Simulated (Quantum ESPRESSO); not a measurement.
# The valence band of WC as photoemission sees it, part 4 of 15

Wanted: projected DOS of WC, weighted into photoemission and X-ray emission spectra, at several levels of theory.

Quantum ESPRESSO 7.5; DFT, PBE, plane waves, ultrasoft GBRV pseudopotentials, scalar-relativistic (the session's first sound run).

So far. Step 2 (The base run: self-consistent run): The run ends at a pressure of 3.56 GPa.

## (4) Projected DOS and spectra (continued)

Sums over each group's atoms; left-over states aren't shared out by site. Site centres, by row:

```
group  element  shell  occupied states  centre of occupied part (eV)  centre up to the window's top (eV)
   W1        W     6p            1.025                        -7.105                              -2.388
   W1        W     6s           0.4062                        -8.346                                3.71
   W1        W     5d            4.518                        -4.093                              0.5822
   C2        C     2s           0.9844                         -10.6                              -2.965
   C2        C     2p            3.051                        -4.074                              0.3929
```

Recipe: projected DOS times atomic cross section and asymmetry factor (linear light, 10° from the polarisation), occupied states only, Fermi edge at 300 K, a Lorentzian width of 0.2 eV growing by 0.05 eV per eV of binding energy, and a resolution of 0.2 eV. Curves are cut 10 eV under the photon energy, above any shell that the free atom's threshold puts out of reach, or at the lower edge of the window: 11.2 eV at 21.2 eV, 16.1 eV at 150 eV, 16.1 eV at 400 eV, 16.1 eV at 1486.7 eV and 16.1 eV at 8047.8 eV. Matrix elements of the solid and inelastic losses aren't modelled, nor non-dipole terms, which matter above 3 keV.

How the area divides among the shells (%):

```
shell  21.2 eV  150 eV  400 eV  1486.7 eV  8047.8 eV
 C 2s      2.0    44.8    34.7        5.4        2.6
 W 6p      1.0     0.3     1.3        1.5        4.7
 C 2p     36.2    30.0     7.2        0.2        0.0
 W 6s      0.0     1.2     2.5        1.7        6.7
 W 5d     60.8    23.7    54.3       91.1       86.0
```

Cross sections used, in Mb an electron:

```
shell  21.2 eV  150 eV  400 eV  1486.7 eV  8047.8 eV
 C 2s     0.58   0.084  0.0095     3.1e-4     2.0e-6
 W 6p     0.24  0.0018  5.4e-4     9.4e-5     3.8e-6
 C 2p      2.7   0.024  0.0010     9.8e-6     1.2e-8
 W 6s    0.033  0.0060  0.0018     2.4e-4     1.2e-5
 W 5d      5.5   0.012  0.0069     0.0015     1.9e-5
```

The DOS is smeared over a finite mesh, so a small value at the Fermi level depends on both. At the Fermi level the DOS is 0.27 states/eV a cell, and on the broadened curves W 5d holds 66 % of the total there.

## (5) The base run: bands

The bands are solved at chosen points on the fixed potential.

bands.in reads:

```
&control
  calculation = 'bands'
  prefix = 'pes'
  outdir = './tmp'
  pseudo_dir = './pp'
  verbosity = 'high'
/
&system
  ibrav = 0
  nat = 2
  ntyp = 2
  ecutwfc = 40.0
  ecutrho = 200.0
  occupations = 'smearing'
  nbnd = 17
  smearing = 'fd'
  degauss = 0.00367
/
&electrons
  conv_thr = 1.2e-08
  mixing_beta = 0.5
  electron_maxstep = 120
  diago_full_acc = .true.
/
ATOMIC_SPECIES
W 183.8400 w_pbe_v1.2.uspp.F.UPF
C 12.0110 c_pbe_v1.2.uspp.F.UPF
CELL_PARAMETERS angstrom
 2.906500000 0.000000000 0.000000000
 -1.453250000 2.517102836 0.000000000
 0.000000000 0.000000000 2.836600000
ATOMIC_POSITIONS crystal
W 0.000000000 0.000000000 0.000000000
C 0.666666667 0.333333333 0.500000000
K_POINTS crystal
93
 0.00000000 0.00000000 0.00000000 1
 0.05000000 0.00000000 0.00000000 1
 0.10000000 0.00000000 0.00000000 1
 0.15000000 0.00000000 0.00000000 1
 0.20000000 0.00000000 0.00000000 1
 0.25000000 0.00000000 0.00000000 1
 ! [... 85 more points ...]
 0.33333300 0.33333300 0.05000000 1
 0.33333300 0.33333300 0.00000000 1
```

Command:

```console
$ OMP_NUM_THREADS=1 mpirun -n 4 pw.x -nk 4 -in bands.in > bands.out
```

Log:

```text
[banner, memory and clock lines left out]
Program PWSCF v.7.5 starts

          URL

     Atomic positions and unit cell read from directory:
     ./tmp/pes.save/

     Message from routine setup:
     using ibrav=0 with symmetry is DISCOURAGED, use correct ibrav instead

     G-vector sticks info

     bravais-lattice index     =            0
     lattice parameter (alat)  =       5.4925  a.u.
     unit-cell volume          =     140.0445 (a.u.)^3
     number of atoms/cell      =            2
     number of atomic types    =            2
     number of electrons       =        18.00
     number of Kohn-Sham states=           17
     kinetic-energy cutoff     =      40.0000  Ry
     charge density cutoff     =     200.0000  Ry
     Exchange-correlation= SLA  PW   PBE  PBE
                           (   1   4   3   4   0   0   0)

     celldm(1)=   5.492489  celldm(2)=   0.000000  celldm(3)=   0.000000
     celldm(4)=   0.000000  celldm(5)=   0.000000  celldm(6)=   0.000000

     crystal axes: (cart. coord. in units of alat)
               a(1) = (   1.000000   0.000000   0.000000 )
               a(2) = (  -0.500000   0.866025   0.000000 )
               a(3) = (   0.000000   0.000000   0.975950 )

     reciprocal axes: (cart. coord. in units 2 pi/alat)
               b(1) = (  1.000000  0.577350 -0.000000 )
               b(2) = (  0.000000  1.154701  0.000000 )
               b(3) = (  0.000000 -0.000000  1.024642 )

     PseudoPot. # 1 for W  read from file:
     ./pp/w_pbe_v1.2.uspp.F.UPF
     Pseudo is Ultrasoft + core correction, Zval = 14.0
     Generated by new atomic code, or converted to UPF format
     Using radial grid of  923 points,  8 beta functions with:
                l(1) =   0
                l(2) =   0
                l(3) =   0
                l(4) =   1
                l(5) =   1
                l(6) =   2
                l(7) =   2
                l(8) =   3
     Q(r) pseudized with  6 coefficients,  rinner =    1.350   1.350   1.350
                                                       1.350   1.350   1.350
                                                       1.350

     PseudoPot. # 2 for C  read from file:
     ./pp/c_pbe_v1.2.uspp.F.UPF
     Pseudo is Ultrasoft + core correction, Zval =  4.0
     Generated by new atomic code, or converted to UPF format
     Using radial grid of  721 points,  4 beta functions with:
                l(1) =   0
                l(2) =   0
                l(3) =   1
                l(4) =   1
     Q(r) pseudized with  8 coefficients,  rinner =    1.100   1.100   1.100

     atomic species   valence    mass     pseudopotential
     W                14.00   183.84000     W ( 1.00)
     C                 4.00    12.01100     C ( 1.00)

     12 Sym. Ops. (no inversion) found

                                    s                        frac. trans.

      isym =  1     identity

 cryst.   s( 1) = (     1          0          0      )
                  (     0          1          0      )
                  (     0          0          1      )

 cart.    s( 1) = (  1.0000000 -0.0000000  0.0000000 )
                  (  0.0000000  1.0000000  0.0000000 )
                  (  0.0000000  0.0000000  1.0000000 )

      isym =  2     180 deg rotation - cart. axis [0,1,0]

 cryst.   s( 2) = (    -1          0          0      )
                  (     1          1          0      )
                  (     0          0         -1      )

 cart.    s( 2) = ( -1.0000000  0.0000000  0.0000000 )
                  (  0.0000000  1.0000000  0.0000000 )
                  (  0.0000000  0.0000000 -1.0000000 )

      isym =  3     120 deg rotation - cryst. axis [0,0,1]

 cryst.   s( 3) = (     0          1          0      )
                  (    -1         -1          0      )
                  (     0          0          1      )

 cart.    s( 3) = ( -0.5000000 -0.8660254  0.0000000 )
                  (  0.8660254 -0.5000000  0.0000000 )
                  (  0.0000000  0.0000000  1.0000000 )

      isym =  4     120 deg rotation - cryst. axis [0,0,-1]

 cryst.   s( 4) = (    -1         -1          0      )
                  (     1          0          0      )
                  (     0          0          1      )

 cart.    s( 4) = ( -0.5000000  0.8660254  0.0000000 )
                  ( -0.8660254 -0.5000000  0.0000000 )
                  (  0.0000000  0.0000000  1.0000000 )

      isym =  5     180 deg rotation - cryst. axis [1,-1,0]

 cryst.   s( 5) = (     0         -1          0      )
[...]
cart.    s( 5) = (  0.5000000 -0.8660254  0.0000000 )
[...]
isym =  6     180 deg rotation - cryst. axis [2,1,0]

 cryst.   s( 6) = (     1          1          0      )
[...]
cart.    s( 6) = (  0.5000000  0.8660254  0.0000000 )
[...]
isym =  7     inv. 180 deg rotation - cart. axis [0,0,1]

 cryst.   s( 7) = (     1          0          0      )
[...]
cart.    s( 7) = (  1.0000000 -0.0000000  0.0000000 )
[...]
isym =  8     inv. 180 deg rotation - cart. axis [1,0,0]

 cryst.   s( 8) = (    -1          0          0      )
[...]
cart.    s( 8) = ( -1.0000000  0.0000000  0.0000000 )
[...]
isym =  9     inv.  60 deg rotation - cryst. axis [0,0,1]

 cryst.   s( 9) = (    -1         -1          0      )
[...]
cart.    s( 9) = ( -0.5000000  0.8660254  0.0000000 )
[...]
isym = 10     inv.  60 deg rotation - cryst. axis [0,0,-1]

 cryst.   s(10) = (     0          1          0      )
[...]
cart.    s(10) = ( -0.5000000 -0.8660254  0.0000000 )
[...]
isym = 11     inv. 180 deg rotation - cryst. axis [0,1,0]

 cryst.   s(11) = (     1          1          0      )
                  (     0         -1          0      )
                  (     0          0          1      )

 cart.    s(11) = (  0.5000000  0.8660254  0.0000000 )
                  (  0.8660254 -0.5000000  0.0000000 )
                  (  0.0000000  0.0000000  1.0000000 )

      isym = 12     inv. 180 deg rotation - cryst. axis [1,1,0]

 cryst.   s(12) = (     0         -1          0      )
                  (    -1          0          0      )
                  (     0          0          1      )

 cart.    s(12) = (  0.5000000 -0.8660254  0.0000000 )
                  ( -0.8660254 -0.5000000  0.0000000 )
                  (  0.0000000  0.0000000  1.0000000 )

   Cartesian axes

     site n.     atom                  positions (alat units)
         1        W      tau(   1) = (   0.0000000   0.0000000   0.0000000  )
[...]
k(    6) = (   0.2500000   0.1443376   0.0000000), wk =   0.0215054
        k(    7) = (   0.3000000   0.1732051   0.0000000), wk =   0.0215054
        k(    8) = (   0.3500000   0.2020726   0.0000000), wk =   0.0215054
        k(    9) = (   0.4000000   0.2309401   0.0000000), wk =   0.0215054
        k(   10) = (   0.4500000   0.2598076   0.0000000), wk =   0.0215054
        k(   11) = (   0.5000000   0.2886751   0.0000000), wk =   0.0215054
        k(   12) = (   0.4833333   0.3175426   0.0000000), wk =   0.0215054
        k(   13) = (   0.4666666   0.3464100   0.0000000), wk =   0.0215054
        k(   14) = (   0.4499999   0.3752775   0.0000000), wk =   0.0215054
        k(   15) = (   0.4333332   0.4041450   0.0000000), wk =   0.0215054
        k(   16) = (   0.4166665   0.4330124   0.0000000), wk =   0.0215054
[...]
cryst. coord.
[...]
k(   86) = (   0.3333330   0.3333330   0.3500000), wk =   0.0215054
        k(   87) = (   0.3333330   0.3333330   0.3000000), wk =   0.0215054
        k(   88) = (   0.3333330   0.3333330   0.2500000), wk =   0.0215054
        k(   89) = (   0.3333330   0.3333330   0.2000000), wk =   0.0215054
        k(   90) = (   0.3333330   0.3333330   0.1500000), wk =   0.0215054
        k(   91) = (   0.3333330   0.3333330   0.1000000), wk =   0.0215054
        k(   92) = (   0.3333330   0.3333330   0.0500000), wk =   0.0215054
        k(   93) = (   0.3333330   0.3333330   0.0000000), wk =   0.0215054

     Dense  grid:     6721 G-vectors     FFT dimensions: (  25,  25,  25)

     Smooth grid:     4761 G-vectors     FFT dimensions: (  24,  24,  24)

     Dynamical RAM for                 wfc:       0.16 MB

     Dynamical RAM for     wfc (w. buffer):       0.16 MB

     Dynamical RAM for           str. fact:       0.21 MB

     Dynamical RAM for           local pot:       0.00 MB

     Dynamical RAM for          nlocal pot:       0.31 MB

     Dynamical RAM for                qrad:       5.45 MB

     Dynamical RAM for          rho,v,vnew:       0.67 MB

     Dynamical RAM for           G-vectors:       0.42 MB

     Dynamical RAM for          h,s,v(r/c):       0.05 MB

     Dynamical RAM for          <psi|beta>:       0.01 MB

     Dynamical RAM for                 psi:       0.31 MB

     Dynamical RAM for                hpsi:       0.31 MB

     Dynamical RAM for                spsi:       0.31 MB

     Dynamical RAM for      wfcinit/wfcrot:       0.32 MB

     Dynamical RAM for           addusdens:       9.79 MB

     The potential is recalculated from file :
     ./tmp/pes.save/charge-density

     negative rho (up, down):  6.816E-02 0.000E+00
     Starting wfcs are   17 randomized atomic wfcs

     Band Structure Calculation
     Davidson diagonalization with overlap

     Computing kpt #:     1  of    24 on this pool

     Computing kpt #:     2  of    24 on this pool

     Computing kpt #:     3  of    24 on this pool

     Computing kpt #:     4  of    24 on this pool

     Computing kpt #:     5  of    24 on this pool

     Computing kpt #:     6  of    24 on this pool

     Computing kpt #:     7  of    24 on this pool

     Computing kpt #:     8  of    24 on this pool

     Computing kpt #:     9  of    24 on this pool

     Computing kpt #:    10  of    24 on this pool

     Computing kpt #:    11  of    24 on this pool

     Computing kpt #:    12  of    24 on this pool

     Computing kpt #:    13  of    24 on this pool

     Computing kpt #:    14  of    24 on this pool

     Computing kpt #:    15  of    24 on this pool

     Computing kpt #:    16  of    24 on this pool

     Computing kpt #:    17  of    24 on this pool

     Computing kpt #:    18  of    24 on this pool

     Computing kpt #:    19  of    24 on this pool

     Computing kpt #:    20  of    24 on this pool

     Computing kpt #:    21  of    24 on this pool

     Computing kpt #:    22  of    24 on this pool

     Computing kpt #:    23  of    24 on this pool

     Computing kpt #:    24  of    24 on this pool

     ethr =  6.67E-11,  avg # of iterations = 26.6

     End of band structure calculation

          k = 0.0000 0.0000 0.0000 (   611 PWs)   bands (ev):

   -53.3666 -17.3500 -17.2495 -17.2495   6.1959  16.3326  17.3072  17.3072
    20.7305  23.8829  23.8829  26.2603  26.2603  27.0396  34.9635  37.3415
    37.3415

          k = 0.0500 0.0289 0.0000 (   617 PWs)   bands (ev):

   -53.3652 -17.3477 -17.2709 -17.2547   6.2621  16.3587  17.2084  17.3691
    20.5195  23.8582  24.1151  26.1189  26.2128  27.2435  34.8077  37.4801
    37.6421

          k = 0.1000 0.0577 0.0000 (   609 PWs)   bands (ev):

   -53.3611 -17.3390 -17.3308 -17.2683   6.4564  16.3636  17.0144  17.5512
    20.0263  23.7891  24.6681  25.7451  26.0829  27.7934  34.5240  37.8832
    38.3186

          k = 0.1500 0.0866 0.0000 (   605 PWs)   bands (ev):

   -53.3546 -17.4237 -17.3268 -17.2893   6.7665  16.1056  17.0220  17.8419
    19.4400  23.6836  25.2372  25.3308  25.8971  28.5597  34.3291  38.5142
    39.0191

          k = 0.2000 0.1155 0.0000 (   601 PWs)   bands (ev):

   -53.3465 -17.5393 -17.3156 -17.3113   7.1729  15.6365  17.2142  18.2202
    18.8592  23.5541  24.7215  25.6908  25.9762  29.3727  34.3456  39.0262
    39.3170

          k = 0.2500 0.1443 0.0000 (   604 PWs)   bands (ev):

   -53.3376 -17.6656 -17.3455 -17.2945   7.6492  15.1288  17.4091  18.3289
    18.6556  23.4146  24.3372  25.4960  26.5298  30.0407  34.6683  38.8672
    38.9460

          k = 0.3000 0.1732 0.0000 (   610 PWs)   bands (ev):

   -53.3286 -17.7904 -17.3748 -17.2777   8.1620  14.6505  17.5004  17.8735
    19.1091  23.2793  24.2109  25.3403  26.9502  30.4354  35.2625  37.9082
    39.0139

          k = 0.3500 0.2021 0.0000 (   604 PWs)   bands (ev):

   -53.3204 -17.9002 -17.4001 -17.2621   8.6690  14.2352  17.4464  17.5080
    19.5332  23.1610  24.4000  25.2396  27.2327  30.5723  35.4806  37.2296
    39.4152

          k = 0.4000 0.2309 0.0000 (   592 PWs)   bands (ev):

[...]
39.9548

          k = 0.4500 0.2598 0.0000 (   594 PWs)   bands (ev):

[...]
40.2808

          k = 0.5000 0.2887 0.0000 (   600 PWs)   bands (ev):

[...]
40.0811

          k = 0.4833 0.3175 0.0000 (   594 PWs)   bands (ev):

[...]
40.1117

          k = 0.4667 0.3464 0.0000 (   592 PWs)   bands (ev):

[...]
40.1879

          k = 0.4500 0.3753 0.0000 (   600 PWs)   bands (ev):

[...]
40.2780

          k = 0.4333 0.4041 0.0000 (   602 PWs)   bands (ev):

[...]
40.3538

          k = 0.4167 0.4330 0.0000 (   604 PWs)   bands (ev):

[...]
k = 0.3333 0.5773 0.3586 (   606 PWs)   bands (ev):

[...]
38.1318

          k = 0.3333 0.5773 0.3074 (   603 PWs)   bands (ev):

[...]
38.6378

          k = 0.3333 0.5773 0.2562 (   600 PWs)   bands (ev):

[...]
37.8695

          k = 0.3333 0.5773 0.2049 (   603 PWs)   bands (ev):

[...]
37.3341

          k = 0.3333 0.5773 0.1537 (   603 PWs)   bands (ev):

   -53.2930 -17.8241 -17.7711 -17.3691  10.1995  14.9127  15.4310  16.5625
    20.0525  23.0514  24.1058  24.8761  29.2991  34.4032  35.5531  36.6162
    38.3094

          k = 0.3333 0.5773 0.1025 (   588 PWs)   bands (ev):

   -53.2973 -17.8339 -17.7807 -17.2916  10.2553  14.4558  15.7752  16.8747
    20.3408  22.8600  23.1356  24.3655  29.5744  35.2124  35.7273  36.1869
    39.2976

          k = 0.3333 0.5773 0.0512 (   588 PWs)   bands (ev):

   -53.3001 -17.8411 -17.7877 -17.2418  10.2889  14.1717  16.0031  17.1059
    20.7900  22.2509  22.7434  24.0039  29.7643  35.7962  35.8248  35.9162
    40.1643

          k = 0.3333 0.5773 0.0000 (   582 PWs)   bands (ev):

   -53.3010 -17.8433 -17.7898 -17.2238  10.3002  14.0753  16.0827  17.1930
    21.2646  21.6275  22.7043  23.8721  29.8332  35.8236  35.8564  36.0141
    40.5662

     XML data file, pseudopotentials, collected wavefunctions

                                        0.00s GPU  (     776 calls)
```

Wall time 3.6 s (4 MPI ranks of Intel Xeon at 2.60GHz (Ice Lake), shared host); 14 s of CPU time.

Electronic bands along the path, in eV, zero at the Fermi level; # counts the bands kept:

```csv
point,#2,#3,#4,#5,#6,#7,#8,#9
Γ,-4.31,-3.33,-3.33,0.09,3.24,3.24,5.62,5.62
halfway,-5.51,-3.23,-2.31,-1.99,2.77,3.70,4.86,5.89
M,-7.03,-3.62,-3.57,-0.46,2.35,4.54,4.89,6.87
halfway,-6.85,-3.90,-3.52,-0.17,1.34,3.22,4.32,8.19
K,-6.57,-4.56,-3.45,0.62,0.99,2.06,3.23,9.19
halfway,-5.79,-3.07,-2.61,-1.86,2.28,3.26,4.91,6.69
Γ,-4.31,-3.33,-3.33,0.09,3.24,3.24,5.62,5.62
halfway,-5.62,-2.71,-2.71,0.64,0.64,0.96,5.96,5.96
A,-8.65,-2.01,-2.01,-0.58,-0.58,3.67,4.53,4.53
halfway,-7.05,-3.38,-3.12,-1.77,1.38,4.84,5.05,7.02
L,-6.46,-4.32,-4.18,0.29,4.44,5.31,6.65,9.18
halfway,-6.30,-5.92,-2.31,-0.41,4.91,5.97,6.41,9.69
H,-7.21,-5.40,-1.62,-0.65,4.41,6.40,7.60,9.13
halfway,-6.61,-4.57,-2.38,-2.04,2.25,5.00,5.10,7.72
A,-8.65,-2.01,-2.01,-0.58,-0.58,3.67,4.53,4.53
jump to L,-6.46,-4.32,-4.18,0.29,4.44,5.31,6.65,9.18
halfway,-7.20,-4.08,-2.96,-0.95,3.76,4.03,6.49,6.58
M,-7.03,-3.62,-3.57,-0.46,2.35,4.54,4.89,6.87
jump to H,-7.21,-5.40,-1.62,-0.65,4.41,6.40,7.60,9.13
halfway,-6.04,-4.71,-4.41,-0.79,2.99,5.37,5.53,8.04
K,-6.57,-4.56,-3.45,0.62,0.99,2.06,3.23,9.19
```

The electronic bands as a text plot (rows in eV, shown from -8.0 to 4.5 only):

```
    4.3 | **  * *    *   **       **    *   *     ******   *  *
    3.7 |   **   ** *   *         **   *            * ***   *  *
    3.2 |**        *   *  ***   **                       *   *  *
    2.7 |  ***    *   * **            *                   *   **
    2.2 |     ***  *** *                        *              **
    1.7 |        *    *      * *                                *
    1.1 |         *  *        *      *           *
    0.6 |          **         *     *             *
    0.1 |*        *  *     *** *        **         * **         *
   -0.4 | *    ***              ****   *  ***       *  *  **   *
   -1.0 |    **       *   *       **  *      **    *     *  ***
   -1.5 |                *          *       ** *  *     *
   -2.0 |  **          **       **** *     *  **** **      *
   -2.5 |  **          ***     *   **     *     ****    **
   -3.0 |** **        *** *  **     **            *       * *
   -3.6 |***  *********  ****        **  *       *    **     * **
   -4.1 |**       *  *    ***         ***            ******
   -4.6 |          **    *   *                  *             ***
   -5.1 |  *            *     *          *                 ****
   -5.7 |   *          *                   *****              *
   -6.2 |    *                 *         **    *             * *
   -6.7 |     ** ******               ***  *  * *    **     *   *
   -7.2 |       *                    *      **   *     *****
   -7.7 |                       *   *             *
         Γ     M   K       Γ     A      L   H      A|L   M|H    K
```

Of the bands kept, 2 cross the Fermi level on this path.

(Part 4 of 15 ends here.)

[Logs are printed without paths, hosts, clocks, repeated set-up lines and the standing remarks that a program may print on its own settings, such as how far it seeks lower states.]

[Hosts, paths, dates, database ids (printed as entryN), source tags and the programs' standing remarks are cut or masked in the printed files.]

[Maps of the electrostatic potential energy from Ansatz leave out the sawtooth potential of an applied field or a dipole correction, so their vacuum need not be flat; work functions include it.]

[Peak lists hold at most the 14 tallest peaks of each spectrum; further lines can be left out.]
